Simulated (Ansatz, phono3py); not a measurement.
# NaCl (Fm-3m): thermal conductivity with phono3py, part 4 of 5

The second- and third-order constants of NaCl come from an earlier supercell run; what does phono3py make of them?

Experimental results on record:
- thermal conductivity 7.1 W/m/K near room temperature (given in “Combining the AFLOW GIBBS and Elastic Libraries to efficiently and robustly screen thermo-mechanical properties of solids”, 2017, arXiv:1611.05714)
- thermal conductivity 7.1 W/m/K near room temperature (given in “Predicting the lattice thermal conductivity of solids by solving the Boltzmann transport equation: AFLOW - AAPL an automated, accurate and efficient framework”, 2017, arXiv:1611.05481)

phono3py 4.10.0; DFT PBEsol, scalar-relativistic, plane waves, PAW; PAW set soft_1; phono3py on Ansatz's force constants.

So far, κ at 300 K (W/m/K): step 2 (relaxation-time solution) 7.44; step 15 (solver LBTE) 8.80; step 16 (solver RTA with coherences (SMM19)) 7.56; step 17 (delta function Gaussian, sigma 0.05 THz) 7.42; step 18 (delta function Gaussian, sigma 0.1 THz) 7.32.

The database entry behind the starting cell differs from other determinations of this structure, so it need not match the best structure at room temperature.

## Step 19: Two-phonon phase space, third order supercell 3×3×3, supercell 6×6×6

The two-phonon density of states counts the channels open to a mode, without matrix elements.

File phono3py.yaml:

```yaml
phono3py:
  version: "4.10.0"
  frequency_unit_conversion_factor: 15.633302
  symmetry_tolerance: 1.00000e-05

physical_unit:
  atomic_mass: "AMU"
  length: "angstrom"

space_group:
  type: "Fm-3m"
  number: 225
  Hall_symbol: "-F 4 2 3"

primitive_matrix:
- [  1.000000000000000,  0.000000000000000,  0.000000000000000 ]
- [  0.000000000000000,  1.000000000000000,  0.000000000000000 ]
- [  0.000000000000000,  0.000000000000000,  1.000000000000000 ]

supercell_matrix:
- [   3,   0,   0 ]
- [   0,   3,   0 ]
- [   0,   0,   3 ]

# [primitive_cell block left out]
unit_cell:
  lattice:
  - [     0.000000000000000,     2.800917063000000,     2.800917063000000 ] # a
  - [     2.800917063000000,     0.000000000000000,     2.800917063000000 ] # b
  - [     2.800917063000000,     2.800917063000000,     0.000000000000000 ] # c
  points:
  - symbol: Na # 1
    coordinates: [  0.000000000000000,  0.000000000000000,  0.000000000000000 ]
    mass: 22.989769
    reduced_to: 1
  - symbol: Cl # 2
    coordinates: [  0.500000000000000,  0.500000000000000,  0.500000000000000 ]
    mass: 35.450000
    reduced_to: 2

# [supercell block left out]
phonon_supercell_matrix:
- [   6,   0,   0 ]
- [   0,   6,   0 ]
- [   0,   0,   6 ]

# [phonon_primitive_cell block left out]
# [phonon_supercell block left out]
nac:
  born_effective_charge:
  - # 1 (Na)
    - [  1.091612869624448,  0.000000000000000,  0.000000000000000 ]
    - [  0.000000000000000,  1.091612869624448,  0.000000000000000 ]
    - [  0.000000000000000,  0.000000000000000,  1.091612869624448 ]
  - # 2 (Cl)
    - [ -1.091612869624448,  0.000000000000000,  0.000000000000000 ]
    - [  0.000000000000000, -1.091612869624448,  0.000000000000000 ]
    - [  0.000000000000000,  0.000000000000000, -1.091612869624448 ]
  dielectric_constant:
    - [  2.563472873717275,  0.000000000000000,  0.000000000000000 ]
    - [  0.000000000000000,  2.563472873717276,  0.000000000000000 ]
    - [  0.000000000000000,  0.000000000000000,  2.563472873717276 ]
  unit_conversion_factor: 14.399645
```

Launch:

```bash
$ phono3py phono3py.yaml --mesh 23 23 23 --jdos --gp 0 --num-freq-points 80
```

Output:

```text
[banner, memory and clock lines left out]
Rust backend (phonors) using rayon (8 threads).
Running in phono3py.load mode.
Spglib version 2.8.0
----------------------------- General settings -----------------------------
Run mode: jdos
HDF5 data compression filter: gzip
Crystal structure was read from "phono3py.yaml".
Supercell (dim): [3 3 3]
Phonon supercell (dim-fc2): [6 6 6]
Primitive matrix:
  [1. 0. 0.]
  [0. 1. 0.]
  [0. 0. 1.]
Spacegroup: Fm-3m (225)
Use -v option to watch primitive cell, unit cell, and supercell structures.
NAC parameters were read from "phono3py.yaml".
fc3 was read from "fc3.hdf5".
fc2 was read from "fc2.hdf5".
----------------------------- Force constants ------------------------------
Max drift of fc3: -0.00000000 (xxx) -0.00000000 (xxx) -0.00000000 (xxx)
Max drift of fc2: 0.00000000 (zz) 0.00000000 (zz)
--------------------------- Calculation settings ---------------------------
Non-analytical term correction (NAC): True
NAC unit conversion factor:  14.39964
BZ integration: Tetrahedron-method
Cutoff frequency: 0.01
Number of frequency sampling points: 80
Mesh sampling: [ 23 23 23 ]
Generating grid system ... [ 23 23 23 ]
  PRB 50, 13035(R) (1994), PRB 55, 10355 (1997)
  G-cutoff distance: 1.18, Number of G-points: 307, Lambda: 0.20
--------------------------------- Joint DOS ---------------------------------
Running harmonic phonon calculations...
======================= Grid point 0 (1/1) =======================
q-point: ( 0.00  0.00  0.00)
Number of triplets: 364
Frequency
   0.000
   0.000
   0.000
   4.985
   4.985
   4.985
Tetrahedron method is used.
Calculations at 80 frequency points are divided into 8 batches.
1/8: [ 1  2  3  4  5  6  7  8  9 10]
2/8: [11 12 13 14 15 16 17 18 19 20]
3/8: [21 22 23 24 25 26 27 28 29 30]
4/8: [31 32 33 34 35 36 37 38 39 40]
5/8: [41 42 43 44 45 46 47 48 49 50]
6/8: [51 52 53 54 55 56 57 58 59 60]
7/8: [61 62 63 64 65 66 67 68 69 70]
8/8: [71 72 73 74 75 76 77 78 79 80]
JDOS is written into "jdos-m232323-g0.dat".
```

It took 2.8 s on 8 threads of Arm Neoverse V2, shared host; peak memory 0.25 GiB; 3.6 s of CPU time.

The joint density of states at Gamma has structure finer than the step of the table below, so its rows give means over 0.5 THz. Peaks (THz: height): absorption class 0.58: 16.1, 0.97: 11.6; decay class 6.79: 7.68, 7.57: 8.38, 8.74: 9.31, 9.32: 8.87, 10.68: 6.38.

Table of joint density of states at Gamma by frequency; means over each step:

```csv
frequency (THz),absorption class (1/THz),decay class (1/THz)
0.5,12.8,0.00460
1.0,11.1,0.0215
1.5,10.0,0.0495
2.0,8.60,0.0934
2.5,6.84,0.150
3.0,3.44,0.230
3.5,1.67,0.336
4.0,1.01,0.480
4.5,0.613,0.709
5.0,0.409,1.06
5.5,0.285,1.37
6.0,0.187,1.89
6.5,0.104,3.90
7.0,0.0393,5.74
7.5,0.00286,7.02
8.0,0,7.12
8.5,0,8.11
9.0,0,8.25
9.5,0,7.33
10.0,0,5.54
10.5,0,5.57
11.0,0,3.38
11.5,0,1.42
12.0,0,0.844
12.5,0,0.423
13.0,0,0.185
13.5,0,0.141
14.0,0,0.110
14.5,0,0.0830
15.0,0,0.0438
```

## Step 20: Without the dipole term, third order supercell 3×3×3, supercell 6×6×6

Dropping the dipole term shows how much the LO–TO splitting matters for scattering.

phono3py.yaml is that of step 19.

Launch:

```bash
$ phono3py phono3py.yaml --mesh 19 19 19 --br --isotope --nonac --ts 100 300 600
```

Output:

```text
Rust backend (phonors) using rayon (8 threads).
Running in phono3py.load mode.
Spglib version 2.8.0
----------------------------- General settings -----------------------------
Run mode: conductivity-RTA
HDF5 data compression filter: gzip
Crystal structure was read from "phono3py.yaml".
Supercell (dim): [3 3 3]
Phonon supercell (dim-fc2): [6 6 6]
Primitive matrix:
  [1. 0. 0.]
  [0. 1. 0.]
  [0. 0. 1.]
Spacegroup: Fm-3m (225)
Use -v option to watch primitive cell, unit cell, and supercell structures.
fc3 was read from "fc3.hdf5".
fc2 was read from "fc2.hdf5".
----------------------------- Force constants ------------------------------
Max drift of fc3: -0.00000000 (xxx) -0.00000000 (xxx) -0.00000000 (xxx)
Max drift of fc2: 0.00000000 (zz) 0.00000000 (zz)
--------------------------- Calculation settings ---------------------------
BZ integration: Tetrahedron-method
Temperature:  100.0  300.0  600.0
Cutoff frequency: 0.01
Mesh sampling: [ 19 19 19 ]
Generating grid system ... [ 19 19 19 ]
fc3-r2q-transformation over three atoms: True
--------------------------- Phonon calculations ----------------------------
Running harmonic phonon calculations...
-------------------- Lattice thermal conductivity (RTA) --------------------
Running heat capacity calculations...
Running velocity calculations...
Running isotope scattering calculations with tetrahedron method...
======================= Grid point 0 (1/220) =======================
q-point: ( 0.00  0.00  0.00)
Boundary mean free path (millimeter): 1000.000
Mass variance parameters: 0.00e+00 5.83e-04
Number of triplets: 220
Frequency     group velocity (x, y, z)     |gv|
   0.000   (   0.000    0.000    0.000)    0.000
   0.000   (   0.000    0.000    0.000)    0.000
   0.000   (   0.000    0.000    0.000)    0.000
   4.985   (   0.000    0.000    0.000)    0.000
   4.985   (   0.000    0.000    0.000)    0.000
   4.985   (   0.000    0.000    0.000)    0.000
======================= Grid point 1 (2/220) =======================
q-point: ( 0.05  0.00  0.00)
Boundary mean free path (millimeter): 1000.000
Mass variance parameters: 0.00e+00 5.83e-04
Number of triplets: 670
Frequency     group velocity (x, y, z)     |gv|
   0.476   ( -16.725   16.725   16.725)   28.969
   0.476   ( -16.725   16.725   16.725)   28.969
   0.706   ( -24.955   24.955   24.955)   43.224
   4.980   (   0.475   -0.475   -0.475)    0.822
   4.980   (   0.475   -0.475   -0.475)    0.822
   5.510   ( -33.178   33.178   33.178)   57.465
[217 grid points left out]
======================= Grid point 1647 (220/220) =======================
q-point: (-0.26  0.47  0.21)
Boundary mean free path (millimeter): 1000.000
Mass variance parameters: 0.00e+00 5.83e-04
Number of triplets: 1810
Frequency     group velocity (x, y, z)     |gv|
   3.340   (  -2.344   14.515    0.000)   14.703
   3.457   (   1.469  -14.274   -0.000)   14.349
   4.052   (  -2.432    7.131    0.000)    7.534
   4.699   (  -0.501   -3.948   -0.000)    3.980
   5.387   (   1.429    2.714    0.000)    3.067
   5.417   (   0.722   -2.726   -0.000)    2.820
=================== End of collection of collisions ===================
----------- Thermal conductivity (W/m-k) with tetrahedron method -----------
#  T(K)        xx         yy         zz         yz         xz         xy
  100.0      20.994     20.994     20.994      0.000     -0.000     -0.000
  300.0       7.489      7.489      7.489      0.000     -0.000     -0.000
  600.0       3.833      3.833      3.833      0.000     -0.000     -0.000

Thermal conductivity related properties were written into
"kappa-m191919.hdf5".
Summary of calculation was written in "phono3py.yaml".
```

The job ended after 21 s (8 threads; peak memory 0.25 GiB; 2.3 min of CPU time).

This step gave:

- κ at 300 K: 7.489 W/m/K
- κ xx, yy, zz at 300 K: 7.489, 7.489, 7.489 W/m/K

W/m/K. Kappa, by row:

```csv
T (K),xx,yy,zz,yz,xz,xy
100,20.99,20.99,20.99,0,0,0
300,7.489,7.489,7.489,0,0,0
600,3.833,3.833,3.833,0,0,0
```

κ at 300 K goes from 7.44 to 7.49 W/(m K). The supercell's own wavevectors keep most of the splitting, so this tests the interpolation near the zone centre.

## Step 21: A changed mass, third order supercell 3×3×3, supercell 6×6×6

Changing one mass at fixed force constants separates the effect of mass from that of bonding.

phono3py.yaml is that of step 20.

Launch:

```bash
$ phono3py phono3py.yaml --mesh 19 19 19 --br --mass 45.980 35.450 --ts 100 300 600
```

Output:

```text
[banner, memory and clock lines left out]
Rust backend (phonors) using rayon (8 threads).
Running in phono3py.load mode.
Spglib version 2.8.0
----------------------------- General settings -----------------------------
Run mode: conductivity-RTA
HDF5 data compression filter: gzip
Crystal structure was read from "phono3py.yaml".
Supercell (dim): [3 3 3]
Phonon supercell (dim-fc2): [6 6 6]
Primitive matrix:
  [1. 0. 0.]
  [0. 1. 0.]
  [0. 0. 1.]
Spacegroup: Fm-3m (225)
Use -v option to watch primitive cell, unit cell, and supercell structures.
NAC parameters were read from "phono3py.yaml".
fc3 was read from "fc3.hdf5".
fc2 was read from "fc2.hdf5".
----------------------------- Force constants ------------------------------
Max drift of fc3: -0.00000000 (xxx) -0.00000000 (xxx) -0.00000000 (xxx)
Max drift of fc2: 0.00000000 (zz) 0.00000000 (zz)
--------------------------- Calculation settings ---------------------------
Non-analytical term correction (NAC): True
NAC unit conversion factor:  14.39964
BZ integration: Tetrahedron-method
Temperature:  100.0  300.0  600.0
Cutoff frequency: 0.01
Mesh sampling: [ 19 19 19 ]
Generating grid system ... [ 19 19 19 ]
fc3-r2q-transformation over three atoms: True
--------------------------- Phonon calculations ----------------------------
  PRB 50, 13035(R) (1994), PRB 55, 10355 (1997)
  G-cutoff distance: 1.18, Number of G-points: 307, Lambda: 0.20
Running harmonic phonon calculations...
-------------------- Lattice thermal conductivity (RTA) --------------------
Running heat capacity calculations...
Running velocity calculations...
======================= Grid point 0 (1/220) =======================
q-point: ( 0.00  0.00  0.00)
Boundary mean free path (millimeter): 1000.000
Number of triplets: 220
Frequency     group velocity (x, y, z)     |gv|
   0.000   (   0.000    0.000    0.000)    0.000
   0.000   (   0.000    0.000    0.000)    0.000
   0.000   (   0.000    0.000    0.000)    0.000
   4.161   (   0.000    0.000    0.000)    0.000
   4.161   (   0.000    0.000    0.000)    0.000
   4.161   (   0.000    0.000    0.000)    0.000
======================= Grid point 1 (2/220) =======================
q-point: ( 0.05  0.00  0.00)
Boundary mean free path (millimeter): 1000.000
Number of triplets: 670
Frequency     group velocity (x, y, z)     |gv|
   0.398   ( -14.036   14.036   14.036)   24.311
   0.398   ( -14.036   14.036   14.036)   24.311
   0.600   ( -21.209   21.209   21.209)   36.735
   4.151   (   0.682   -0.682   -0.682)    1.181
   4.151   (   0.682   -0.682   -0.682)    1.181
   6.363   (   1.064   -1.064   -1.064)    1.844
[217 grid points left out]
======================= Grid point 1647 (220/220) =======================
q-point: (-0.26  0.47  0.21)
Boundary mean free path (millimeter): 1000.000
Number of triplets: 1810
Frequency     group velocity (x, y, z)     |gv|
   2.697   (  -0.530    9.886    0.000)    9.900
   2.778   (   1.006   -8.908   -0.000)    8.965
   3.305   (  -4.155    5.195    0.000)    6.653
   4.046   (   1.685   -3.277   -0.000)    3.685
   4.764   (   0.513    4.799    0.000)    4.827
   4.809   (   0.698   -4.954   -0.000)    5.003
=================== End of collection of collisions ===================
----------- Thermal conductivity (W/m-k) with tetrahedron method -----------
#  T(K)        xx         yy         zz         yz         xz         xy
  100.0      14.526     14.526     14.526      0.000     -0.000     -0.000
  300.0       4.716      4.716      4.716      0.000     -0.000     -0.000
  600.0       2.354      2.354      2.354      0.000     -0.000     -0.000

Thermal conductivity related properties were written into
"kappa-m191919.hdf5".
Summary of calculation was written in "phono3py.yaml".
```

It took 19 s on 8 threads; peak memory 0.25 GiB.

Read from the output:

| Quantity | Value |
| --- | --- |
| κ at 300 K | 4.716 W/m/K |
| κ xx, yy, zz at 300 K | 4.716, 4.716, 4.716 W/m/K |

W/m/K. Kappa, by row:

```csv
T (K),xx,yy,zz,yz,xz,xy
100,14.53,14.53,14.53,0,0,0
300,4.716,4.716,4.716,0,0,0
600,2.354,2.354,2.354,0,0,0
```

Without isotope scattering in either run, κ at 300 K goes from 7.83 to 4.72 W/(m K).

## Step 22: Mass disorder, third order supercell 3×3×3, supercell 6×6×6

A larger mass variance on the sites of one element stands in for alloying.

phono3py.yaml is that of step 21.

Launch:

```bash
$ phono3py phono3py.yaml --mesh 19 19 19 --br --isotope --mv 0 0.03 --ts 100 150 200 300 400 500 600 800
```

Output:

```text
[banner, memory and clock lines left out]
Rust backend (phonors) using rayon (8 threads).
Running in phono3py.load mode.
Spglib version 2.8.0
----------------------------- General settings -----------------------------
Run mode: conductivity-RTA
HDF5 data compression filter: gzip
Crystal structure was read from "phono3py.yaml".
Supercell (dim): [3 3 3]
Phonon supercell (dim-fc2): [6 6 6]
Primitive matrix:
  [1. 0. 0.]
  [0. 1. 0.]
  [0. 0. 1.]
Spacegroup: Fm-3m (225)
Use -v option to watch primitive cell, unit cell, and supercell structures.
NAC parameters were read from "phono3py.yaml".
fc3 was read from "fc3.hdf5".
fc2 was read from "fc2.hdf5".
----------------------------- Force constants ------------------------------
Max drift of fc3: -0.00000000 (xxx) -0.00000000 (xxx) -0.00000000 (xxx)
Max drift of fc2: 0.00000000 (zz) 0.00000000 (zz)
--------------------------- Calculation settings ---------------------------
Non-analytical term correction (NAC): True
NAC unit conversion factor:  14.39964
BZ integration: Tetrahedron-method
Temperature:  100.0  150.0  200.0  300.0  400.0 ... 800.0
Cutoff frequency: 0.01
Mesh sampling: [ 19 19 19 ]
Generating grid system ... [ 19 19 19 ]
fc3-r2q-transformation over three atoms: True
--------------------------- Phonon calculations ----------------------------
  PRB 50, 13035(R) (1994), PRB 55, 10355 (1997)
  G-cutoff distance: 1.18, Number of G-points: 307, Lambda: 0.20
Running harmonic phonon calculations...
-------------------- Lattice thermal conductivity (RTA) --------------------
Running heat capacity calculations...
Running velocity calculations...
Running isotope scattering calculations with tetrahedron method...
======================= Grid point 0 (1/220) =======================
q-point: ( 0.00  0.00  0.00)
Boundary mean free path (millimeter): 1000.000
Mass variance parameters: 0.00e+00 3.00e-02
Number of triplets: 220
Frequency     group velocity (x, y, z)     |gv|
   0.000   (   0.000    0.000    0.000)    0.000
   0.000   (   0.000    0.000    0.000)    0.000
   0.000   (   0.000    0.000    0.000)    0.000
   4.985   (   0.000    0.000    0.000)    0.000
   4.985   (   0.000    0.000    0.000)    0.000
   4.985   (   0.000    0.000    0.000)    0.000
======================= Grid point 1 (2/220) =======================
q-point: ( 0.05  0.00  0.00)
Boundary mean free path (millimeter): 1000.000
Mass variance parameters: 0.00e+00 3.00e-02
Number of triplets: 670
Frequency     group velocity (x, y, z)     |gv|
   0.470   ( -16.581   16.581   16.581)   28.719
   0.470   ( -16.581   16.581   16.581)   28.719
   0.709   ( -25.022   25.022   25.022)   43.340
   4.972   (   0.903   -0.903   -0.903)    1.564
   4.972   (   0.903   -0.903   -0.903)    1.564
   7.625   (   1.179   -1.179   -1.179)    2.041
[217 grid points left out]
======================= Grid point 1647 (220/220) =======================
q-point: (-0.26  0.47  0.21)
Boundary mean free path (millimeter): 1000.000
Mass variance parameters: 0.00e+00 3.00e-02
Number of triplets: 1810
Frequency     group velocity (x, y, z)     |gv|
   3.374   (  -0.451   14.327    0.000)   14.334
   3.492   (   1.484  -12.999   -0.000)   13.083
   4.042   (  -3.422    6.494    0.000)    7.340
   4.682   (  -0.885   -4.166   -0.000)    4.259
   5.381   (   1.289    2.537    0.000)    2.845
   5.412   (   0.445   -2.781   -0.000)    2.816
=================== End of collection of collisions ===================
----------- Thermal conductivity (W/m-k) with tetrahedron method -----------
#  T(K)        xx         yy         zz         yz         xz         xy
  100.0       7.022      7.022      7.022      0.000     -0.000     -0.000
  150.0       5.386      5.386      5.386      0.000     -0.000     -0.000
  200.0       4.495      4.495      4.495      0.000     -0.000     -0.000
  300.0       3.477      3.477      3.477      0.000     -0.000     -0.000
  400.0       2.883      2.883      2.883      0.000     -0.000     -0.000
  500.0       2.484      2.484      2.484      0.000     -0.000     -0.000
  600.0       2.193      2.193      2.193      0.000     -0.000     -0.000
  800.0       1.791      1.791      1.791      0.000     -0.000     -0.000

Thermal conductivity related properties were written into
"kappa-m191919.hdf5".
Summary of calculation was written in "phono3py.yaml".
```

Run time: 21 s. Hardware: 8 threads; peak memory 0.25 GiB.

Numbers from this step:

```
κ at 300 K            : 3.477 W/m/K
κ xx, yy, zz at 300 K : 3.477, 3.477, 3.477 W/m/K
```

W/m/K. Kappa, by row:

```csv
T (K),xx,yy,zz,yz,xz,xy
100,7.022,7.022,7.022,0,0,0
150,5.386,5.386,5.386,0,0,0
200,4.495,4.495,4.495,0,0,0
300,3.477,3.477,3.477,0,0,0
400,2.883,2.883,2.883,0,0,0
500,2.484,2.484,2.484,0,0,0
600,2.193,2.193,2.193,0,0,0
800,1.791,1.791,1.791,0,0,0
```

κ at 300 K goes from 7.44 in the base run to 3.48 W/(m K).

[end of part 4 of 5]

[Long decimals in the printed logs are rounded to 6 places.]

[Logs are printed without paths, hosts, clocks, repeated set-up lines and the standing remarks that a program may print on its own settings, such as how far it seeks lower states.]

[Hosts, paths, dates, database ids (printed as entryN), source tags and the programs' standing remarks are cut or masked in the printed files.]

[Where the starting crystal was built by hand or by swapping elements, it need not be the compound's stable phase.]

[A step with changed settings may run another functional than the one named; its input shows which.]

[Pressures of single members of a volume series are the stress at the run's cutoff; with an incomplete basis they can lie off −dE/dV of the same runs, and they are not shown converged.]
